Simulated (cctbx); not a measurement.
## Lattice, Laue class and space group of a new crystal

Cell: a = 12.1250 Å, b = 3.7950 Å, c = 8.4940 Å, α = 90.00°, β = 116.23°, γ = 90.00°. Expected content of the cell: Bi4 In2 Br2 S4 O4.

Simulated single-crystal data (cctbx): Cu Kα, λ = 1.54184 Å, to d = 0.83 Å, 95 % of the full sphere, strongest reflection 20000 counts, noise from counting, a 1.5 % proportional error and a noise floor of 8 counts (s.d.); no absorption, some extinction.

A first pass over the reflections prints:

```text
2458 reflections to d = 0.830 A
centring   violations  <I/sigma> of those
    A        582 of  1203     15.9
    B        582 of  1227     15.6
    C          0 of  1228     -0.0
    I        585 of  1238     15.9
    R        773 of  1652     16.2
    F        582 of  1829     10.4
Laue class    unique    Rint  (classes that these axes allow; Friedel mates merged)
C 1 2/m 1         377   0.016
space group    extra absences  I>4sigma  <I/sigma>
C 1 2 1                 0          0         -  acentric
C 1 m 1                 0          0         -  acentric
C 1 2/m 1               0          0         -  centric
Wilson B = 0.40 A^2   <|E^2-1|> = 0.762 (0.968 centric, 0.736 acentric)   E^2>4: 0.8 %
shell (A)         n   <I/sigma>
 7.62 - 1.66     54     57.4
 1.66 - 1.32     48     58.4
 1.32 - 1.15     47     56.0
 1.15 - 1.05     42     52.1
 1.05 - 0.97     50     44.7
 0.97 - 0.91     40     44.7
 0.91 - 0.87     52     45.1
 0.87 - 0.83     44     46.2
```

**Question.** What are the lattice type, the Laue class and the likely space group?

The reflections that C centring forbids are absent (⟨I/σ⟩ near 0), so the lattice is C.

Only C 1 2/m 1 fits these axes (Rint 0.016); a search for a hidden higher lattice was not made.

3 settings pass the absence test. No glide or screw absences show, which leaves C 1 2 1, C 1 m 1 and C 1 2/m 1.

⟨|E²−1|⟩ = 0.762 leans to a non-centrosymmetric structure. Here that hint misleads: the statistic assumes many like atoms on general positions, and few, heavy or special-position atoms break it. The Wilson B of 0.40 Å² means U ≈ 0.0051 Å².

The true group is C2/m (no. 12), Laue class 2/m, centrosymmetric. The tables only narrow the choice to the tied entries; cell content, site symmetry and trial solutions must settle it.

The model was made for the exercise: a known structure type with other elements put in, its volume estimated, not relaxed; displacement parameters are assumed.

[Logs are printed without paths, hosts, clocks, repeated set-up lines and the standing remarks that a program may print on its own settings, such as how far it seeks lower states.]
